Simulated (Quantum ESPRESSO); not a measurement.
# CuWO4: spin-resolved density of states, part 2 of 2

Where do the states of the two spins of CuWO4 lie?

Quantum ESPRESSO 7.5; PBEsol with U = 6 eV on Cu d (ortho-atomic projectors); plane waves with GBRV 1.5 PBEsol potentials, no spin-orbit coupling.

So far, absolute magnetization (μB): step 2 (the magnetic state) 1.93.

### 3. Post-processing

Level of this step: PBEsol with U = 6 eV on Cu d (ortho-atomic projectors); plane waves with GBRV 1.5 PBEsol potentials, no spin-orbit coupling, projections on orthogonalised atomic orbitals (Quantum ESPRESSO).

projwfc.in reads:

```
&PROJWFC
  prefix = 'pwscf'
  outdir = './tmp'
  filpdos = 'pdos'
  ngauss = 0
  degauss = 0.01
  DeltaE = 0.05
  Emin = 1.07
  Emax = 15.07
/
```

Command:

```sh
$ OMP_NUM_THREADS=1 mpirun -n 4 projwfc.x -nk 4 -in projwfc.in > projwfc.out
```

What it wrote:

```text
[banner, memory and clock lines left out]
Program PROJWFC v.7.5 starts

     [... lines left out ...]
     IMPORTANT: XC functional enforced from input :
     Exchange-correlation= PBESOL
                           (   1   4  10   8   0   0   0)
     Any further DFT definition will be discarded
     Please, verify this is what you really want

     G-vector sticks info

     Check: negative core charge=   -0.000002

     negative rho (up, down):  6.395E-02 6.395E-02

     Gaussian broadening (read from input): ngauss,degauss=   0    0.010000

     Calling projwave ....

  Problem Sizes
  natomwfc =           84
  nbnd     =           77
  nkstot   =           72
  npwx     =         3830
  nkb      =          192

     Atomic states used for projection
     (read from pseudopotential files):

     state #   1: atom   1 (Cu1), wfc  1 (l=0 m= 1)
     state #   2: atom   1 (Cu1), wfc  2 (l=1 m= 1)
     state #   3: atom   1 (Cu1), wfc  2 (l=1 m= 2)
     state #   4: atom   1 (Cu1), wfc  2 (l=1 m= 3)
     state #   5: atom   1 (Cu1), wfc  3 (l=2 m= 1)
     state #   6: atom   1 (Cu1), wfc  3 (l=2 m= 2)
     state #   7: atom   1 (Cu1), wfc  3 (l=2 m= 3)
     state #   8: atom   1 (Cu1), wfc  3 (l=2 m= 4)
     state #   9: atom   1 (Cu1), wfc  3 (l=2 m= 5)
     state #  10: atom   1 (Cu1), wfc  4 (l=0 m= 1)
     state #  11: atom   1 (Cu1), wfc  5 (l=1 m= 1)
     state #  12: atom   1 (Cu1), wfc  5 (l=1 m= 2)
     state #  13: atom   1 (Cu1), wfc  5 (l=1 m= 3)
     state #  14: atom   2 (Cu2), wfc  1 (l=0 m= 1)
     state #  15: atom   2 (Cu2), wfc  2 (l=1 m= 1)
     state #  16: atom   2 (Cu2), wfc  2 (l=1 m= 2)
     state #  17: atom   2 (Cu2), wfc  2 (l=1 m= 3)
     state #  18: atom   2 (Cu2), wfc  3 (l=2 m= 1)
     state #  19: atom   2 (Cu2), wfc  3 (l=2 m= 2)
     state #  20: atom   2 (Cu2), wfc  3 (l=2 m= 3)
     state #  21: atom   2 (Cu2), wfc  3 (l=2 m= 4)
     state #  22: atom   2 (Cu2), wfc  3 (l=2 m= 5)
     state #  23: atom   2 (Cu2), wfc  4 (l=0 m= 1)
     state #  24: atom   2 (Cu2), wfc  5 (l=1 m= 1)
     state #  25: atom   2 (Cu2), wfc  5 (l=1 m= 2)
     state #  26: atom   2 (Cu2), wfc  5 (l=1 m= 3)
     state #  27: atom   3 (W  ), wfc  1 (l=0 m= 1)
     state #  28: atom   3 (W  ), wfc  2 (l=1 m= 1)
     state #  29: atom   3 (W  ), wfc  2 (l=1 m= 2)
     state #  30: atom   3 (W  ), wfc  2 (l=1 m= 3)
     state #  31: atom   3 (W  ), wfc  3 (l=2 m= 1)
     state #  32: atom   3 (W  ), wfc  3 (l=2 m= 2)
     state #  33: atom   3 (W  ), wfc  3 (l=2 m= 3)
     state #  34: atom   3 (W  ), wfc  3 (l=2 m= 4)
     state #  35: atom   3 (W  ), wfc  3 (l=2 m= 5)
     state #  36: atom   3 (W  ), wfc  4 (l=0 m= 1)
     state #  37: atom   3 (W  ), wfc  5 (l=1 m= 1)
     state #  38: atom   3 (W  ), wfc  5 (l=1 m= 2)
     state #  39: atom   3 (W  ), wfc  5 (l=1 m= 3)
     state #  40: atom   4 (W  ), wfc  1 (l=0 m= 1)
     state #  41: atom   4 (W  ), wfc  2 (l=1 m= 1)
     state #  42: atom   4 (W  ), wfc  2 (l=1 m= 2)
     state #  43: atom   4 (W  ), wfc  2 (l=1 m= 3)
     state #  44: atom   4 (W  ), wfc  3 (l=2 m= 1)
     state #  45: atom   4 (W  ), wfc  3 (l=2 m= 2)
     state #  46: atom   4 (W  ), wfc  3 (l=2 m= 3)
     state #  47: atom   4 (W  ), wfc  3 (l=2 m= 4)
     state #  48: atom   4 (W  ), wfc  3 (l=2 m= 5)
     state #  49: atom   4 (W  ), wfc  4 (l=0 m= 1)
     state #  50: atom   4 (W  ), wfc  5 (l=1 m= 1)
     state #  51: atom   4 (W  ), wfc  5 (l=1 m= 2)
     state #  52: atom   4 (W  ), wfc  5 (l=1 m= 3)
     state #  53: atom   5 (O  ), wfc  1 (l=0 m= 1)
     state #  54: atom   5 (O  ), wfc  2 (l=1 m= 1)
     state #  55: atom   5 (O  ), wfc  2 (l=1 m= 2)
     state #  56: atom   5 (O  ), wfc  2 (l=1 m= 3)
     state #  57: atom   6 (O  ), wfc  1 (l=0 m= 1)
     state #  58: atom   6 (O  ), wfc  2 (l=1 m= 1)
     state #  59: atom   6 (O  ), wfc  2 (l=1 m= 2)
     state #  60: atom   6 (O  ), wfc  2 (l=1 m= 3)
     state #  61: atom   7 (O  ), wfc  1 (l=0 m= 1)
     state #  62: atom   7 (O  ), wfc  2 (l=1 m= 1)
     state #  63: atom   7 (O  ), wfc  2 (l=1 m= 2)
     state #  64: atom   7 (O  ), wfc  2 (l=1 m= 3)
     state #  65: atom   8 (O  ), wfc  1 (l=0 m= 1)
     state #  66: atom   8 (O  ), wfc  2 (l=1 m= 1)
     state #  67: atom   8 (O  ), wfc  2 (l=1 m= 2)
     state #  68: atom   8 (O  ), wfc  2 (l=1 m= 3)
     state #  69: atom   9 (O  ), wfc  1 (l=0 m= 1)
     state #  70: atom   9 (O  ), wfc  2 (l=1 m= 1)
     state #  71: atom   9 (O  ), wfc  2 (l=1 m= 2)
     state #  72: atom   9 (O  ), wfc  2 (l=1 m= 3)
     state #  73: atom  10 (O  ), wfc  1 (l=0 m= 1)
     state #  74: atom  10 (O  ), wfc  2 (l=1 m= 1)
     state #  75: atom  10 (O  ), wfc  2 (l=1 m= 2)
     state #  76: atom  10 (O  ), wfc  2 (l=1 m= 3)
     state #  77: atom  11 (O  ), wfc  1 (l=0 m= 1)
     state #  78: atom  11 (O  ), wfc  2 (l=1 m= 1)
     state #  79: atom  11 (O  ), wfc  2 (l=1 m= 2)
     state #  80: atom  11 (O  ), wfc  2 (l=1 m= 3)
     state #  81: atom  12 (O  ), wfc  1 (l=0 m= 1)
     state #  82: atom  12 (O  ), wfc  2 (l=1 m= 1)
     state #  83: atom  12 (O  ), wfc  2 (l=1 m= 2)
     state #  84: atom  12 (O  ), wfc  2 (l=1 m= 3)

 [... projections of the bands left out ...]

Lowdin Charges:

     Atom #   1: total charge =  18.4631, s =  2.3935, p =  6.9175, d =  9.1522,
                 spin up      =   9.5971, s =  1.1965,
                 spin up      =   9.5971, p =  3.4585, pz=  1.1466, px=  1.1507, py=  1.1612,
                 spin up      =   9.5971, d =  4.9421, dz2=  0.9895, dxz=  0.9868, dyz=  0.9877, dx2-y2=  0.9901, dxy=  0.9879,
                 spin down    =   8.8661, s =  1.1969,
                 spin down    =   8.8661, p =  3.4590, pz=  1.1472, px=  1.1514, py=  1.1605,
                 spin down    =   8.8661, d =  4.2101, dz2=  0.8329, dxz=  0.8432, dyz=  0.9378, dx2-y2=  0.9376, dxy=  0.6586,
                 polarization =   0.7310, s = -0.0004, p = -0.0006, d =  0.7320,
     Atom #   2: total charge =  18.4631, s =  2.3935, p =  6.9175, d =  9.1522,
                 spin up      =   8.8661, s =  1.1969,
                 spin up      =   8.8661, p =  3.4590, pz=  1.1472, px=  1.1514, py=  1.1605,
                 spin up      =   8.8661, d =  4.2101, dz2=  0.8329, dxz=  0.8432, dyz=  0.9378, dx2-y2=  0.9376, dxy=  0.6586,
                 spin down    =   9.5971, s =  1.1965,
                 spin down    =   9.5971, p =  3.4585, pz=  1.1466, px=  1.1507, py=  1.1612,
                 spin down    =   9.5971, d =  4.9421, dz2=  0.9895, dxz=  0.9868, dyz=  0.9877, dx2-y2=  0.9901, dxy=  0.9879,
                 polarization =  -0.7310, s =  0.0004, p =  0.0006, d = -0.7320,
     Atom #   3: total charge =  13.0698, s =  2.4008, p =  6.9308, d =  3.7383,
                 spin up      =   6.5295, s =  1.2002,
                 spin up      =   6.5295, p =  3.4649, pz=  1.1562, px=  1.1560, py=  1.1528,
                 spin up      =   6.5295, d =  1.8644, dz2=  0.3611, dxz=  0.3738, dyz=  0.3674, dx2-y2=  0.3755, dxy=  0.3865,
                 spin down    =   6.5404, s =  1.2006,
                 spin down    =   6.5404, p =  3.4658, pz=  1.1578, px=  1.1556, py=  1.1524,
                 spin down    =   6.5404, d =  1.8739, dz2=  0.3682, dxz=  0.3819, dyz=  0.3654, dx2-y2=  0.3750, dxy=  0.3834,
                 polarization =  -0.0109, s = -0.0004, p = -0.0009, d = -0.0096,
     Atom #   4: total charge =  13.0698, s =  2.4008, p =  6.9308, d =  3.7383,
                 spin up      =   6.5403, s =  1.2006,
                 spin up      =   6.5403, p =  3.4658, pz=  1.1578, px=  1.1556, py=  1.1524,
                 spin up      =   6.5403, d =  1.8739, dz2=  0.3682, dxz=  0.3819, dyz=  0.3654, dx2-y2=  0.3750, dxy=  0.3834,
                 spin down    =   6.5294, s =  1.2002,
                 spin down    =   6.5294, p =  3.4649, pz=  1.1562, px=  1.1560, py=  1.1528,
                 spin down    =   6.5294, d =  1.8643, dz2=  0.3611, dxz=  0.3738, dyz=  0.3674, dx2-y2=  0.3755, dxy=  0.3865,
                 polarization =   0.0109, s =  0.0004, p =  0.0009, d =  0.0096,
     Atom #   5: total charge =   6.2513, s =  1.6288, p =  4.6224, d =  0.0000,
                 spin up      =   3.1075, s =  0.8112,
                 spin up      =   3.1075, p =  2.2963, pz=  0.7735, px=  0.7696, py=  0.7531,
                 spin up      =   3.1075, d =  0.0000, dz2=  0.0000, dxz=  0.0000, dyz=  0.0000, dx2-y2=  0.0000, dxy=  0.0000,
                 spin down    =   3.1438, s =  0.8177,
                 spin down    =   3.1438, p =  2.3261, pz=  0.7746, px=  0.7799, py=  0.7716,
                 spin down    =   3.1438, d =  0.0000, dz2=  0.0000, dxz=  0.0000, dyz=  0.0000, dx2-y2=  0.0000, dxy=  0.0000,
                 polarization =  -0.0363, s = -0.0065, p = -0.0298, d =  0.0000,
     Atom #   6: total charge =   6.2513, s =  1.6288, p =  4.6224, d =  0.0000,
                 spin up      =   3.1438, s =  0.8177,
                 spin up      =   3.1438, p =  2.3261, pz=  0.7746, px=  0.7799, py=  0.7716,
                 spin up      =   3.1438, d =  0.0000, dz2=  0.0000, dxz=  0.0000, dyz=  0.0000, dx2-y2=  0.0000, dxy=  0.0000,
                 spin down    =   3.1075, s =  0.8112,
                 spin down    =   3.1075, p =  2.2963, pz=  0.7735, px=  0.7696, py=  0.7531,
                 spin down    =   3.1075, d =  0.0000, dz2=  0.0000, dxz=  0.0000, dyz=  0.0000, dx2-y2=  0.0000, dxy=  0.0000,
                 polarization =   0.0363, s =  0.0065, p =  0.0298, d =  0.0000,
     Atom #   7: total charge =   6.3651, s =  1.5919, p =  4.7732, d =  0.0000,
                 spin up      =   3.1997, s =  0.7991,
                 spin up      =   3.1997, p =  2.4006, pz=  0.8034, px=  0.8072, py=  0.7900,
                 spin up      =   3.1997, d =  0.0000, dz2=  0.0000, dxz=  0.0000, dyz=  0.0000, dx2-y2=  0.0000, dxy=  0.0000,
                 spin down    =   3.1654, s =  0.7929,
                 spin down    =   3.1654, p =  2.3726, pz=  0.7915, px=  0.7987, py=  0.7824,
                 spin down    =   3.1654, d =  0.0000, dz2=  0.0000, dxz=  0.0000, dyz=  0.0000, dx2-y2=  0.0000, dxy=  0.0000,
                 polarization =   0.0343, s =  0.0062, p =  0.0281, d =  0.0000,
     Atom #   8: total charge =   6.3651, s =  1.5919, p =  4.7732, d =  0.0000,
                 spin up      =   3.1654, s =  0.7929,
                 spin up      =   3.1654, p =  2.3726, pz=  0.7915, px=  0.7987, py=  0.7824,
                 spin up      =   3.1654, d =  0.0000, dz2=  0.0000, dxz=  0.0000, dyz=  0.0000, dx2-y2=  0.0000, dxy=  0.0000,
                 spin down    =   3.1997, s =  0.7991,
                 spin down    =   3.1997, p =  2.4006, pz=  0.8034, px=  0.8072, py=  0.7900,
                 spin down    =   3.1997, d =  0.0000, dz2=  0.0000, dxz=  0.0000, dyz=  0.0000, dx2-y2=  0.0000, dxy=  0.0000,
                 polarization =  -0.0343, s = -0.0062, p = -0.0281, d =  0.0000,
     Atom #   9: total charge =   6.3170, s =  1.6008, p =  4.7162, d =  0.0000,
                 spin up      =   3.1537, s =  0.8008,
                 spin up      =   3.1537, p =  2.3529, pz=  0.7861, px=  0.8035, py=  0.7633,
                 spin up      =   3.1537, d =  0.0000, d
```

Elapsed: 5.4 s, on 4 MPI ranks of Intel Xeon Platinum 8375C at 2.90GHz (Ice Lake), shared host; peak memory 0.46 GiB.

The density of states has structure finer than the step of the table below, so its rows give means over 0.5 eV, whole bins alone (the curve runs from -9.00 to 5.05 eV). Peaks (eV: height): up -4.75: 6.83, -1.45: 5.51, 2.55: 4.62, 3.50: 4.27; down -4.75: 6.83, -1.45: 5.51, 2.55: 4.62, 3.50: 4.27; Cu1 d up -7.60: 1.61, -5.65: 2.13; Cu1 d down -4.70: 2.22, 1.20: 1.39; Cu2 d up -4.70: 2.22, 1.20: 1.39.

Gaussian broadening of 0.136 eV on the SCF mesh. Table of density of states by energy, zero at the Fermi level; means over each step; 7 of 10 lines; values in states/eV/cell:

```tsv
energy (eV)	up	down	Cu1 d up	Cu1 d down	Cu2 d up	Cu2 d down	W3 d up
-8.5	0	0	0	0	0	0	0
-8.0	0.384	0.384	0.166	0.00761	0.00761	0.166	0.0245
-7.5	3.33	3.33	1.25	0.131	0.131	1.25	0.160
-7.0	3.06	3.06	0.533	0.186	0.186	0.533	0.249
-6.5	4.60	4.60	0.790	0.302	0.302	0.790	0.455
-6.0	5.41	5.41	1.31	0.568	0.568	1.31	0.407
-5.5	6.03	6.03	1.96	0.892	0.892	1.97	0.307
-5.0	6.21	6.21	1.29	1.70	1.70	1.29	0.307
-4.5	5.70	5.70	0.805	1.71	1.71	0.805	0.283
-4.0	4.82	4.82	0.415	0.970	0.970	0.415	0.281
-3.5	4.57	4.57	0.308	0.675	0.675	0.308	0.220
-3.0	4.76	4.76	0.216	0.404	0.404	0.216	0.161
-2.5	4.94	4.94	0.172	0.260	0.260	0.172	0.121
-2.0	4.96	4.96	0.206	0.256	0.256	0.206	0.0876
-1.5	5.01	5.01	0.292	0.230	0.230	0.292	0.0574
-1.0	2.21	2.21	0.104	0.0963	0.0963	0.104	0.0207
-0.5	0.00393	0.00393	1.9e-4	2.2e-4	2.2e-4	1.9e-4	2.9e-5
0.0	0	0	0	0	0	0	0
0.5	0.00508	0.00508	1.1e-5	0.00307	0.00307	1.1e-5	5.8e-4
1.0	1.34	1.34	0.00253	0.808	0.808	0.00253	0.133
1.5	0.656	0.656	0.00103	0.407	0.407	0.00103	0.0451
2.0	0.333	0.333	6.8e-4	0.00748	0.00748	6.8e-4	0.106
2.5	3.82	3.82	0.00905	0.0650	0.0650	0.00905	1.20
3.0	3.26	3.26	0.00960	0.0592	0.0592	0.00960	0.910
3.5	3.74	3.74	0.0118	0.0996	0.0996	0.0118	1.10
4.0	0.856	0.856	0.00226	0.0140	0.0140	0.00226	0.254
4.5	8.9e-4	8.9e-4	0	4.8e-6	4.8e-6	0	1.3e-4
```

### 4. Outcome

```yaml
state: antiferromagnetic
largest_moment_in_a_sphere: 0.737 μB
```

Distinct peaks of the density of states (up) stand at -7.30, -4.75, -1.45, 2.55 and 3.50 eV; the one at -4.75 eV is strongest. These are Kohn–Sham states without spin–orbit coupling, on the mesh of the self-consistent run. The moments are opposed on like sites, so the totals of the two spins are equal and the projections on single atoms show the splitting.

[Logs and program files are shortened in this print: banners, set-up blocks, solver, clock and traceback lines can be left out without a mark of their own.]

[Logs are printed without paths, hosts, clocks, repeated set-up lines and the standing remarks that a program may print on its own settings, such as how far it seeks lower states.]

[Hosts, paths, dates, database ids (printed as entryN), source tags and the programs' standing remarks are cut or masked in the printed files.]

[Where a cell is said to come from a database of computed structures, the database is the Materials Project.]
